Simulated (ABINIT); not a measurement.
# Beyond one shot: AlN (P6_3mc)

Aim: iterate the self-energy on AlN (P6_3mc) and follow the gap from cycle to cycle.

Main program and level: ABINIT 10.8.3; PBE and many-body steps on it, plane waves.

The database entry behind the starting cell differs from later determinations by our own check (inner coordinate u about 0.002 short), so it need not match the best structure at ambient conditions.

### 1. Starting point

The structure is hexagonal, space group P6_3mc (No. 186). The conventional cell has a = 3.113 Å, b = 3.113 Å, c = 4.981 Å, α = 90.00°, β = 90.00°, γ = 120.00°. Al has 4 N at 1.89 Å nearest. Nearest to N lie 4 Al at 1.89 Å. Farther neighbours and most contacts between anions are not listed.

Structure file:

```cif
data_structure
_symmetry_space_group_name_H-M 'P 1'
_symmetry_Int_Tables_number 1
_cell_length_a 3.1130
_cell_length_b 3.1130
_cell_length_c 4.9810
_cell_angle_alpha 90.000
_cell_angle_beta 90.000
_cell_angle_gamma 120.000
_cell_volume 41.80
loop_
_atom_site_label
_atom_site_type_symbol
_atom_site_fract_x
_atom_site_fract_y
_atom_site_fract_z
_atom_site_occupancy
Al1 Al 0.33333 0.66667 0.00000 1
Al2 Al 0.66667 0.33333 0.50000 1
N3 N 0.33333 0.66667 0.38000 1
N4 N 0.66667 0.33333 0.88000 1
```

The cell and positions come from the Crystallography Open Database and are kept as given unless a step says otherwise.

### 2. Empty states on the mesh, 6×6×4 mesh, 169 bands

This step: ABINIT 10.8.3; DFT, PBE, plane waves, norm-conserving pseudopotentials.

The sums over transitions need many empty states on a uniform mesh; this step solves for them.

The input, run.abi:

```
acell 3*1.0 Angstrom
rprim 
  3.113000000011 -0.000000000003 0.000000000000
  -1.556500000003 2.695937081992 0.000000000000
  0.000000000000 0.000000000000 4.981000000000
ntypat 2
znucl 13 7
natom 4
typat 1 1 2 2
xred 
  0.333333333333 0.666666666667 0.000000000000
  0.666666666667 0.333333333333 0.500000000000
  0.333333333333 0.666666666667 0.380000000000
  0.666666666667 0.333333333333 0.880000000000
pp_dirpath "pseudos"
pseudos "Al.upf, N.upf"
ecut 36
ngkpt 6 6 4
nshiftk 1
shiftk 0 0 0
kptopt 1
chksymbreak 0
irdden 1
istwfk *1
nband 169
prtvol 0
optdriver 6
gwr_task "HDIAGO"
paral_kgb 0
occopt 1
indata_prefix "in"
outdata_prefix "out"
tmpdata_prefix "tmp"
```

Started as:

```sh
OMP_NUM_THREADS=1 mpirun -n 8 abinit run.abi > log
```

Log:

```text
.Version 10.8.3 of ABINIT. v10.8.2 released Aug 2026.

 Symmetries : space group P6_3 m c (#186); Bravais hP (primitive hexag.)
[... echo of the input left out ...]
== DATASET  1 ==================================================================
-   mpi_nproc: 8, omp_nthreads: 1 (-1 if OMP is not activated)

--- !DatasetInfo
iteration_state: {dtset: 1, }
dimensions: {natom: 4, nkpt: 21, mband: 169, nsppol: 1, nspinor: 1, nspden: 1, mpw: 2934, }
cutoff_energies: {ecut:  36.0, pawecutdg:  -1.0, }
[...]
Direct band gap semiconductor
 Fundamental gap:     4.220 (eV)
   VBM:     5.314 (eV) at k: [ 0.0000E+00,  0.0000E+00,  0.0000E+00]
   CBM:     9.535 (eV) at k: [ 0.0000E+00,  0.0000E+00,  0.0000E+00]
 Direct gap:         4.220 (eV) at k: [ 0.0000E+00,  0.0000E+00,  0.0000E+00]

== END DATASET(S) ==============================================================
================================================================================

 -outvars: echo values of variables after computation  --------
           etotal      0.0000000000E+00
            nband         169
             nkpt          21
          spgroup         186
 [... the other variables as echoed above ...]

 Calculation completed.
```

Elapsed: 32 s, on 8 MPI ranks of Intel Xeon 6975P-C (Granite Rapids), shared host; peak memory 4.2 GiB; 4.3 min of CPU time.

This step gave:

| Property | Result |
| --- | --- |
| gap | 4.220 eV |
| k of the valence top | 0, 0, 0 |
| k of the conduction bottom | 0, 0, 0 |
| least direct gap | 4.220 eV |
| k points computed | 21 |
| lowest point of the top converged band, above the valence top | 122.9230 eV |

On this mesh the gap is 4.220 eV.

The density comes from a self-consistent run that is not shown.

### 3. Screening, 6×6×4 mesh, 161 bands, screening to 195.9 eV

The RPA dielectric matrix is built and inverted for each q.

This step: RPA screening on PBE, plane waves, norm-conserving pseudopotentials.

Edit run.abi of step 2 so:

```diff
@@ -22,10 +22,11 @@
 chksymbreak 0
-irdden 1
 istwfk *1
-nband 169
-prtvol 0
-optdriver 6
-gwr_task "HDIAGO"
-paral_kgb 0
 occopt 1
+irdwfk 1
+optdriver 3
+nband 161
+ecuteps 7.2
+inclvkb 2
+awtr 1
+symchi 1
 indata_prefix "in"
```

Log:

```text
.Version 10.8.3 of ABINIT. v10.8.2 released Aug 2026.

 Symmetries : space group P6_3 m c (#186); Bravais hP (primitive hexag.)
[... echo of the input left out ...]
== DATASET  1 ==================================================================
-   mpi_nproc: 8, omp_nthreads: 1 (-1 if OMP is not activated)

--- !DatasetInfo
iteration_state: {dtset: 1, }
dimensions: {natom: 4, nkpt: 21, mband: 161, nsppol: 1, nspinor: 1, nspden: 1, mpw: 2934, }
cutoff_energies: {ecut:  36.0, pawecutdg:  -1.0, }
electrons: {nelect:   1.60000000E+01, charge:   0.00000000E+00, occopt:   1.00000000E+00, tsmear:   1.00000000E-02, }

 SCREENING: Calculation of the susceptibility and dielectric matrices

 Based on a program developped by R.W. Godby, V. Olevano, G. Onida, and L. Reining.
 Incorporated in ABINIT by V. Olevano, G.-M. Rignanese, and M. Torrent.
.Using double precision arithmetic ; gwpc =  8

[... cell and pseudopotentials left out ...]
--------------------------------------------------------------------------------

 ==== K-mesh for the wavefunctions ====
 Number of points in the irreducible wedge :    21
[... list of points left out ...]
 Together with 12 symmetry operations and time-reversal symmetry
 yields   144 points in the full Brillouin Zone.

 ==== Q-mesh for the screening function ====
 Number of points in the irreducible wedge :    21
[... list of points left out ...]
 Together with 12 symmetry operations and time-reversal symmetry
 yields   144 points in the full Brillouin Zone.

 setmesh: FFT mesh size selected  =    20x   20x   40
          total number of points  =        16000

 vcoul_init : cutoff-mode = AUXILIARY_FUNCTION
 q-points for optical limit:   1
     1)      0.000010    0.000020    0.000030

- screening: taking advantage of time-reversal symmetry
- Maximum band index for partially occupied states nbvw = 8
- Remaining bands to be divided among processors   nbcw = 153
- Number of bands treated by each node ~19

 Number of electrons calculated from density =   16.0000; Expected =   16.0000
 average of density, n =  0.056718
 r_s =    1.6146
 omega_plasma =   22.9728 [eV]

 calculating chi0 at frequencies [eV] :
  1    0.000000E+00    0.000000E+00
  2    0.000000E+00    2.297283E+01

--------------------------------------------------------------------------------
  q-point number  1        q = ( 0.000000, 0.000000, 0.000000) [r.l.u.]
--------------------------------------------------------------------------------
[... chi0 elements left out ...]
 For q-point:  0.000010 0.000020 0.000030
  dielectric constant =   4.2148
  dielectric constant without local fields =   4.6423

  Average fulfillment of the sum rule on Im[epsilon] for q-point    1 :     88.29  [%]
[... wings left out ...]
  q-point number  2        q = ( 0.166667, 0.000000, 0.000000) [r.l.u.]
--------------------------------------------------------------------------------
[... chi0 elements left out ...]
  Average fulfillment of the sum rule on Im[epsilon] for q-point    2 :     93.38  [%]

 [... 19 further q-points ...]
```

The job ended after 64 s (8 MPI ranks; peak memory 2.1 GiB).

Numbers from this step:

```yaml
eps_infinity_with_local_fields_on_this_mesh_along_the_program_s_q_direction: 4.215
the_same_without_local_fields: 4.642
plasma_frequency: 22.97 eV
plane_waves_in_the_screening_matrix: 263
```

Local fields lower ε∞ by 9 %.

### 4. G0W0

The self-energy is evaluated for the states that the input lists, and the levels follow from it, in one-shot runs by the linearised quasiparticle equation.

This step: G0W0 on PBE, plane waves, norm-conserving pseudopotentials.

Edit run.abi of step 3 so:

```diff
@@ -25,8 +25,15 @@
 irdwfk 1
-optdriver 3
+optdriver 4
 nband 161
+gwcalctyp 0
+ecutsigx 36
+symsigma 1
+nkptgw 1
+kptgw 
+  0.0000000000 0.0000000000 0.0000000000
+bdgw 
+  6 10
 ecuteps 7.2
-inclvkb 2
-awtr 1
-symchi 1
+irdscr 1
+ppmodel 1
 indata_prefix "in"
```

Log:

```text
.Version 10.8.3 of ABINIT. v10.8.2 released Aug 2026.

 Symmetries : space group P6_3 m c (#186); Bravais hP (primitive hexag.)
[... echo of the input left out ...]
== DATASET  1 ==================================================================
-   mpi_nproc: 8, omp_nthreads: 1 (-1 if OMP is not activated)

--- !DatasetInfo
iteration_state: {dtset: 1, }
dimensions: {natom: 4, nkpt: 21, mband: 161, nsppol: 1, nspinor: 1, nspden: 1, mpw: 2934, }
cutoff_energies: {ecut:  36.0, pawecutdg:  -1.0, }
electrons: {nelect:   1.60000000E+01, charge:   0.00000000E+00, occopt:   1.00000000E+00, tsmear:   1.00000000E-02, }

 SIGMA: Calculation of the GW corrections

 Based on a program developped by R.W. Godby, V. Olevano, G. Onida, and L. Reining.
 Incorporated in ABINIT by V. Olevano, G.-M. Rignanese, and M. Torrent.
.Using double precision arithmetic ; gwpc =  8

[... cell and pseudopotentials left out ...]
--------------------------------------------------------------------------------

 ==== K-mesh for the wavefunctions ====
 Number of points in the irreducible wedge :    21
[... list of points left out ...]
 Together with 12 symmetry operations and time-reversal symmetry
 yields   144 points in the full Brillouin Zone.

 ==== Q-mesh for screening function ====
 Number of points in the irreducible wedge :    21
[... list of points left out ...]
 Together with 12 symmetry operations and time-reversal symmetry
 yields   144 points in the full Brillouin Zone.

 vcoul_init : cutoff-mode = AUXILIARY_FUNCTION
 q-points for optical limit:   1
     1)      0.000010    0.000020    0.000030
 setmesh: FFT mesh size selected  =    27x   27x   54
          total number of points  =        39366

 Number of electrons calculated from density =   16.0000; Expected =   16.0000
 average of density, n =  0.056718
 r_s =    1.6146
 omega_plasma =   22.9728 [eV]

 === KS Band Gaps ===
  >>>> For spin  1
   Minimum direct gap =   4.2205 [eV], located at k-point      :   0.0000  0.0000  0.0000
   Fundamental gap    =   4.2205 [eV], Top of valence bands at :   0.0000  0.0000  0.0000
                                       Bottom of conduction at :   0.0000  0.0000  0.0000
 SIGMA fundamental parameters:
 PLASMON POLE MODEL  1
 number of plane-waves for SigmaX                 2863
 number of plane-waves for SigmaC and W            263
 number of plane-waves for wavefunctions          2863
 number of bands                                   161
 number of independent spin polarizations            1
 number of spinorial components                      1
 number of k-points in IBZ                          21
 number of q-points in IBZ                          21
 number of symmetry operations                      12
 number of k-points in BZ                          144
 number of q-points in BZ                          144
 number of frequencies for dSigma/dE                 9
 frequency step for dSigma/dE [eV]                0.25
 number of omega for Sigma on real axis              0
 max omega for Sigma on real axis  [eV]           0.00
 zcut for avoiding poles [eV]                     0.10

 EPSILON^-1 parameters (SCR file):
 dimension of the eps^-1 matrix on file            263
 dimension of the eps^-1 matrix used               263
 number of plane-waves for wavefunctions          2863
 number of bands                                   161
 number of q-points in IBZ                          21
 number of frequencies                               2
 number of real frequencies                          1
 number of imag frequencies                          1

 matrix elements of self-energy operator (all in [eV])

 Perturbative Calculation

--- !SelfEnergy_ee
iteration_state: {dtset: 1, }
kpoint     : [   0.000,    0.000,    0.000, ]
spin       : 1
KS_gap     :    4.220
QP_gap     :    5.604
Delta_QP_KS:    1.384
data: !SigmaeeData |
     Band     E0 <VxcDFT>   SigX SigC(E0)      Z dSigC/dE  Sig(E)    E-E0       E
        6   5.135 -16.968 -20.992   3.008   0.787  -0.270 -17.768  -0.800   4.335
        7   5.135 -16.968 -20.992   3.008   0.787  -0.270 -17.768  -0.800   4.335
        8   5.314 -17.078 -21.024   2.965   0.787  -0.270 -17.850  -0.772   4.542
        9   9.535 -12.527  -8.048  -3.731   0.818  -0.223 -11.916   0.611  10.146
       10  11.990 -10.836  -5.799  -4.261   0.827  -0.209 -10.195   0.641  12.632

== END DATASET(S) ==============================================================
================================================================================

 -outvars: echo values of variables after computation  --------
           etotal      0.0000000000E+00
            nband         161
             nkpt          21
          spgroup         186
 [... the other variables as echoed above ...]

 Calculation completed.
```

Elapsed: 6.8 s, on 8 MPI ranks; peak memory 2.2 GiB; 52 s of CPU time.

This step gave:

```yaml
g0w0_gap_on_the_points_computed: 5.604 eV
starting_gap_on_the_mesh: 4.220 eV
k_of_the_valence_top: 0, 0, 0
k_of_the_conduction_bottom: 0, 0, 0
z_at_the_valence_top: 0.787
z_at_the_conduction_bottom: 0.818
least_direct_g0w0_gap_on_the_computed_points: 5.604 eV
```

The gap on the mesh goes from 4.22 eV to 5.60 eV, a correction of +1.38 eV.

(Part 1 of 2 ends here.)

[Paths, hosts, dates, memory and timing lines, banners, echoed tables and standing remarks are left out of the program output.]

[Logs are printed without paths, hosts, clocks, repeated set-up lines and the standing remarks that a program may print on its own settings, such as how far it seeks lower states.]

[Runs of the session that timed out or met a known fault of the program may be left out.]

[Hosts, paths, dates, database ids (printed as entryN), source tags and the programs' standing remarks are cut or masked in the printed files.]

[G0W0 gaps are taken among the corrected bands and points alone; a level outside them can change the order at an edge.]

[Where Ansatz stands beside ABINIT at settings called matched, ABINIT's density can come from a denser mesh and the files from another edition; pairs whose starting gaps differed by over 0.03 eV were left out, so agreement reads better than it is.]
